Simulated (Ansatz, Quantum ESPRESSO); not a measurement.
# SiOs3 (Fm-3m): zone-centre phonons

Which modes does SiOs3 (Fm-3m) have at the zone centre?

Calculated with Quantum ESPRESSO 7.5; DFT LDA, scalar-relativistic, plane waves, JTH PAW pseudopotentials.

The structure was built from a prototype and need not be the compound's stable phase.

**1. The starting structure**

Symmetry: Fm-3m, No. 225, cubic system. Conventional cell: a = 6.037 Å, b = 6.037 Å, c = 6.037 Å, α = 90.00°, β = 90.00°, γ = 90.00°. Si has 14 Os at 2.61 to 3.02 Å nearest. Nearest to Os lie 8 Os at 2.61 Å and 6 Si at 3.02 Å. Nearest to Os lie 4 Os at 2.61 Å and 4 Si at 2.61 Å. Farther neighbours are not listed.

**2. A probe with smearing**

A cheap run with smearing and empty bands tells whether the crystal has a gap, which decides between fixed occupations and smearing later on.

Contents of probe.in:

```
 &control
    calculation='scf',
    prefix='x',
    outdir='./tmp',
    pseudo_dir='./pseudo',
    tprnfor=.true.,
    tstress=.true.,
    verbosity='high',
 /
 &system
    ibrav=2,
    celldm(1)=11.40847205,
    nat=4,
    ntyp=2,
    ecutwfc=40.0,
    ecutrho=200.0,
    occupations='smearing',
    smearing='gaussian',
    degauss=0.01,
 /
 &electrons
    conv_thr=1.0d-07,
    mixing_beta=0.7,
    electron_maxstep=100,
 /
ATOMIC_SPECIES
 Si     28.0850  Si.upf
 Os    190.2300  Os.upf
ATOMIC_POSITIONS crystal
 Si     0.000000000   0.000000000   0.000000000
 Os     0.500000000   0.500000000   0.500000000
 Os     0.750000000   0.750000000   0.750000000
 Os     0.250000000   0.250000000   0.250000000
K_POINTS automatic
 6 6 6 0 0 0
```

Launch:

```
> OMP_NUM_THREADS=1 mpirun -n 4 pw.x -nk 4 -in probe.in > probe.out
```

Output:

```text
[banners, grids, parts of the stress and lines that vanish by symmetry left out]
Program PWSCF v.7.5
     file Si.upf: wavefunction(s)  0S 0P renormalized
     file Os.upf: wavefunction(s)  6S 0S 0P 0P 5D 0D renormalized
[...]
kinetic-energy cutoff     =      40.0000  Ry
     charge density cutoff     =     200.0000  Ry
     scf convergence threshold =      1.0E-07
[...]
Exchange-correlation= SLA PW NOGX NOGC
                           (   1   4   0   0   0   0   0)
[...]
48 Sym. Ops., with inversion, found
[...]
(     0          1          0      )
                  (     0          0          1      )
[...]
(  0.0000000  1.0000000  0.0000000 )
                  (  0.0000000  0.0000000  1.0000000 )
[...]
(     1          0         -1      )
                  (     0          0         -1      )
[...]
(     0          1          0      )
[...]
( -1.0000000  0.0000000  0.0000000 )
                  (  0.0000000  1.0000000  0.0000000 )
[...]
number of k points=    16  Gaussian smearing, width (Ry)=  0.0100
[...]
End of self-consistent calculation
[...]
the Fermi energy is    17.6628 ev
!    total energy              =   -2079.00954964 Ry
[...]
convergence has been achieved in  10 iterations
[...]
atom    1 type  1   force =     0.00000000    0.00000000    0.00000000
     atom    2 type  2   force =     0.00000000    0.00000000    0.00000000
     atom    3 type  2   force =     0.00000000    0.00000000    0.00000000
     atom    4 type  2   force =     0.00000000    0.00000000    0.00000000
[...]
Total force =     0.000000     Total SCF correction =     0.000000
[...]
total   stress  (Ry/bohr**3)                   (kbar)     P=      -50.68
[...]
XML data file, charge density, pseudopotentials, collected wavefunctions

   JOB DONE.
```

Elapsed: 4.8 s, on 4 MPI ranks of Arm Neoverse V1, shared host.

Numbers from this step:

| Quantity | Value |
| --- | --- |
| volume per atom | 13.75 Å³ |
| pressure | -5.068 GPa |
| gap on the k-mesh | 0 eV |

No gap opens on this mesh, so smearing is kept; the start stands at -5.1 GPa.

**3. Relaxation**

Frequencies change by per cents with a per cent of volume, so the structure is first brought to rest at this level of theory.

Contents of relax.in:

```
 &control
    calculation='vc-relax',
    prefix='x',
    outdir='./tmp',
    pseudo_dir='./pseudo',
    tprnfor=.true.,
    tstress=.true.,
    forc_conv_thr=2.0d-05,
    etot_conv_thr=1.0d-07,
    nstep=40,
 /
 &system
    ibrav=2,
    celldm(1)=11.40847205,
    nat=4,
    ntyp=2,
    ecutwfc=40.0,
    ecutrho=200.0,
    occupations='smearing',
    smearing='mv',
    degauss=0.02,
 /
 &electrons
    conv_thr=1.0d-11,
    mixing_beta=0.7,
    electron_maxstep=100,
 /
 &ions
 /
 &cell
    press_conv_thr=0.2,
 /
ATOMIC_SPECIES
 Si     28.0850  Si.upf
 Os    190.2300  Os.upf
ATOMIC_POSITIONS crystal
 Si     0.000000000   0.000000000   0.000000000
 Os     0.500000000   0.500000000   0.500000000
 Os     0.750000000   0.750000000   0.750000000
 Os     0.250000000   0.250000000   0.250000000
K_POINTS automatic
 10 10 10 0 0 0
```

Launch:

```
> OMP_NUM_THREADS=1 mpirun -n 4 pw.x -nk 4 -in relax.in > relax.out
```

Output:

```text
[banners, grids, parts of the stress and lines that vanish by symmetry left out]
[banner, memory and clock lines left out]
Program PWSCF v.7.5

[...]
kinetic-energy cutoff     =      40.0000  Ry
     charge density cutoff     =     200.0000  Ry
     scf convergence threshold =      1.0E-11
[...]
energy convergence thresh.=      1.0E-07
     force convergence thresh. =      2.0E-05
     press convergence thresh. =      2.0E-01
     Exchange-correlation= SLA PW NOGX NOGC
                           (   1   4   0   0   0   0   0)
[...]
48 Sym. Ops., with inversion, found
[...]
number of k points=    47  Marzari-Vanderbilt smearing, width (Ry)=  0.0200
[...]
End of self-consistent calculation
[...]
the Fermi energy is    17.6698 ev
!    total energy              =   -2079.00743782 Ry
[...]
convergence has been achieved in  14 iterations
[...]
atom    1 type  1   force =     0.00000000    0.00000000   -0.00000000
     atom    2 type  2   force =     0.00000000    0.00000000    0.00000000
     atom    3 type  2   force =    -0.00000000    0.00000000   -0.00000000
     atom    4 type  2   force =     0.00000000   -0.00000000    0.00000000
     Total force =     0.000000     Total SCF correction =     0.000000
[...]
total   stress  (Ry/bohr**3)                   (kbar)     P=      -47.15
[...]
number of bfgs steps    =   0
[...]
CELL_PARAMETERS (alat= 11.40847205)
[...]
ATOMIC_POSITIONS (crystal)
Si              -0.0000000000       -0.0000000000        0.0000000000
Os               0.5000000000        0.5000000000        0.5000000000
Os               0.7500000000        0.7500000000        0.7500000000
Os               0.2500000000        0.2500000000        0.2500000000
[...]
New effective cutoffs (rho, wfc):  203.13   40.65
[...]
End of self-consistent calculation
[...]
the Fermi energy is    18.2354 ev
!    total energy              =   -2079.00786055 Ry
[...]
convergence has been achieved in  13 iterations
[...]
atom    1 type  1   force =     0.00000000    0.00000000    0.00000000
     atom    2 type  2   force =     0.00000000    0.00000000    0.00000000
     atom    3 type  2   force =     0.00000000   -0.00000000    0.00000000
     atom    4 type  2   force =    -0.00000000    0.00000000   -0.00000000
     Total force =     0.000000     Total SCF correction =     0.000000
[...]
total   stress  (Ry/bohr**3)                   (kbar)     P=       35.03
[...]
number of bfgs steps    =   1
[...]
CELL_PARAMETERS (alat= 11.40847205)
[...]
ATOMIC_POSITIONS (crystal)
[...]
New effective cutoffs (rho, wfc):  201.75   40.37
[...]
End of self-consistent calculation
[...]
the Fermi energy is    17.9946 ev
!    total energy              =   -2079.00828744 Ry
[...]
convergence has been achieved in  13 iterations
[...]
atom    1 type  1   force =     0.00000000    0.00000000   -0.00000000
     atom    2 type  2   force =     0.00000000   -0.00000000    0.00000000
     atom    3 type  2   force =    -0.00000000   -0.00000000   -0.00000000
     atom    4 type  2   force =     0.00000000    0.00000000    0.00000000
     Total force =     0.000000     Total SCF correction =     0.000000
[...]
total   stress  (Ry/bohr**3)                   (kbar)     P=       -0.93
[...]
number of bfgs steps    =   2
[...]
CELL_PARAMETERS (alat= 11.40847205)
[...]
ATOMIC_POSITIONS (crystal)
[...]
New effective cutoffs (rho, wfc):  201.79   40.38
[...]
End of self-consistent calculation
[...]
the Fermi energy is    18.0009 ev
!    total energy              =   -2079.00828776 Ry
[...]
convergence has been achieved in   9 iterations
[...]
atom    1 type  1   force =     0.00000000    0.00000000    0.00000000
     atom    2 type  2   force =     0.00000000    0.00000000    0.00000000
     atom    3 type  2   force =     0.00000000    0.00000000   -0.00000000
     atom    4 type  2   force =    -0.00000000   -0.00000000    0.00000000
     Total force =     0.000000     Total SCF correction =     0.000000
[...]
total   stress  (Ry/bohr**3)                   (kbar)     P=       -0.02
[...]
number of bfgs steps    =   3
[...]
small trust_radius: resetting bfgs history
[...]
CELL_PARAMETERS (alat= 11.40847205)
[...]
ATOMIC_POSITIONS (crystal)
[...]
New effective cutoffs (rho, wfc):  201.79   40.38
[...]
End of self-consistent calculation
[...]
the Fermi energy is    18.0011 ev
!    total energy              =   -2079.00828776 Ry
[...]
convergence has been achieved in   6 iterations
[...]
atom    1 type  1   force =     0.00000000    0.00000000   -0.00000000
     atom    2 type  2   force =     0.00000000    0.00000000    0.00000000
     atom    3 type  2   force =    -0.00000000    0.00000000   -0.00000000
     atom    4 type  2   force =     0.00000000   -0.00000000    0.00000000
     Total force =     0.000000     Total SCF correction =     0.000000
[...]
total   stress  (Ry/bohr**3)                   (kbar)     P=        0.01
[...]
bfgs converged in   5 scf cycles and   4 bfgs steps
[...]
End of BFGS Geometry Optimization
     Final enthalpy           =   -2079.0082877592 Ry
     File ./tmp/x.bfgs deleted, as requested
[...]
CELL_PARAMETERS (alat= 11.40847205)
[...]
ATOMIC_POSITIONS (crystal)
[...]
Os               0.7500000000        0.7500000000        0.7500000000
Os               0.2500000000        0.2500000000        0.2500000000
[...]
Final scf calculation at the relaxed structure.
[...]
kinetic-energy cutoff     =      40.0000  Ry
     charge density cutoff     =     200.0000  Ry
     scf convergence threshold =      1.0E-13
[...]
press convergence thresh. =      2.0E-01
     Exchange-correlation= SLA PW NOGX NOGC
                           (   1   4   0   0   0   0   0)
[...]
48 Sym. Ops., with inversion, found
[...]
number of k points=    47  Marzari-Vanderbilt smearing, width (Ry)=  0.0200
[...]
c_bands:  1 eigenvalues not converged
     c_bands:  1 eigenvalues not converged
     c_bands:  2 eigenvalues not converged
     c_bands:  1 eigenvalues not converged
[...]
End of self-consistent calculation
[...]
the Fermi energy is    18.0011 ev
!    total energy              =   -2079.00825917 Ry
[...]
convergence has been achieved in  23 iterations
[...]
atom    1 type  1   force =    -0.00000000   -0.00000000    0.00000000
     atom    2 type  2   force =    -0.00000000   -0.00000000   -0.00000000
     atom    3 type  2   force =    -0.00000000   -0.00000000   -0.00000000
     atom    4 type  2   force =    -0.00000000    0.00000000    0.00000000
     Total force =     0.000000     Total SCF correction =     0.000000
[...]
total   stress  (Ry/bohr**3)                   (kbar)     P=       -0.01
[...]
XML data file, charge density, pseudopotentials, collected wavefunctions
```

The job ended after 79 s (4 MPI ranks; 5.2 min of CPU time).

Relaxation path:

```
step  energy less that of the first step (eV)  largest force (eV/Å)  pressure (GPa)  volume (Å³)
   1                                   0.0000                0.0000           -4.71        55.01
   2                                  -0.0058                0.0000            3.50        53.70
   3                                  -0.0116                0.0000           -0.09        54.25
   4                                  -0.0116                0.0000            0.00        54.23
   5                                  -0.0116                0.0000            0.00        54.23
   6                                  -0.0112                0.0000            0.00        54.23
```

```
conventional cell, symmetrised  before  after  change
                         a (Å)   6.037  6.009  -0.5 %
                         b (Å)   6.037  6.009  -0.5 %
                         c (Å)   6.037  6.009  -0.5 %
              volume (Å³/atom)   13.75  13.56  -1.4 %
```

The relaxed structure:

```
CELL_PARAMETERS angstrom
-3.00430 0.00000 3.00430
0.00000 3.00430 3.00430
-3.00430 3.00430 0.00000
ATOMIC_POSITIONS crystal
Si 0.00000 0.00000 0.00000
Os 0.50000 0.50000 0.50000
Os 0.75000 0.75000 0.75000
Os 0.25000 0.25000 0.25000
```

The last row of the table of steps is pw.x's closing run on a basis chosen anew for the final cell, so its energy can jump.

Read from the output:

| Quantity | Value |
| --- | --- |
| volume per atom | 13.56 Å³ |
| pressure | -0.001 GPa |

The volume changes by -1.4 % from the cell with which this run began.

**4. Self-consistent run for the response**

Perturbation theory inherits every error of the wavefunctions, so the threshold is set near the limit of the arithmetic. Smearing stays on, as the first look found no gap above 0.3 eV.

Contents of scf.in:

```
 &control
    calculation='scf',
    prefix='x',
    outdir='./tmp',
    pseudo_dir='./pseudo',
    tprnfor=.true.,
    tstress=.true.,
 /
 &system
    ibrav=2,
    celldm(1)=11.35461797,
    nat=4,
    ntyp=2,
    ecutwfc=40.0,
    ecutrho=200.0,
    occupations='smearing',
    smearing='mv',
    degauss=0.02,
 /
 &electrons
    conv_thr=1.0d-12,
    mixing_beta=0.7,
    electron_maxstep=100,
 /
ATOMIC_SPECIES
 Si     28.0850  Si.upf
 Os    190.2300  Os.upf
ATOMIC_POSITIONS crystal
 Si     0.000000000   0.000000000   0.000000000
 Os     0.500000000   0.500000000   0.500000000
 Os     0.750000000   0.750000000   0.750000000
 Os     0.250000000   0.250000000   0.250000000
K_POINTS automatic
 10 10 10 0 0 0
```

Launch:

```
> OMP_NUM_THREADS=1 mpirun -n 4 pw.x -nk 4 -in scf.in > scf.out
```

Output:

```text
[banners, grids, parts of the stress and lines that vanish by symmetry left out]
[banner, memory and clock lines left out]
Program PWSCF v.7.5

[...]
kinetic-energy cutoff     =      40.0000  Ry
     charge density cutoff     =     200.0000  Ry
     scf convergence threshold =      1.0E-12
[...]
Exchange-correlation= SLA PW NOGX NOGC
                           (   1   4   0   0   0   0   0)
[...]
48 Sym. Ops., with inversion, found
[...]
number of k points=    47  Marzari-Vanderbilt smearing, width (Ry)=  0.0200
[...]
End of self-consistent calculation
[...]
the Fermi energy is    18.0011 ev
!    total energy              =   -2079.00825917 Ry
[...]
convergence has been achieved in  16 iterations
[...]
atom    1 type  1   force =    -0.00000000   -0.00000000    0.00000000
     atom    2 type  2   force =     0.00000000    0.00000000    0.00000000
     atom    3 type  2   force =     0.00000000    0.00000000   -0.00000000
     atom    4 type  2   force =    -0.00000000   -0.00000000    0.00000000
     Total force =     0.000000     Total SCF correction =     0.000000
[...]
total   stress  (Ry/bohr**3)                   (kbar)     P=       -0.01
[...]
XML data file, charge density, pseudopotentials, collected wavefunctions
```

Run time: 17 s. Hardware: 4 MPI ranks.

The cell stands at -0.001 GPa, close enough for phonons.

[end of part 1 of 3]

[Host names and launcher messages were left out of these logs when they were recorded.]

[Logs are printed without paths, hosts, clocks, repeated set-up lines and the standing remarks that a program may print on its own settings, such as how far it seeks lower states.]

[Hosts, paths, dates, database ids (printed as entryN), source tags and the programs' standing remarks are cut or masked in the printed files.]
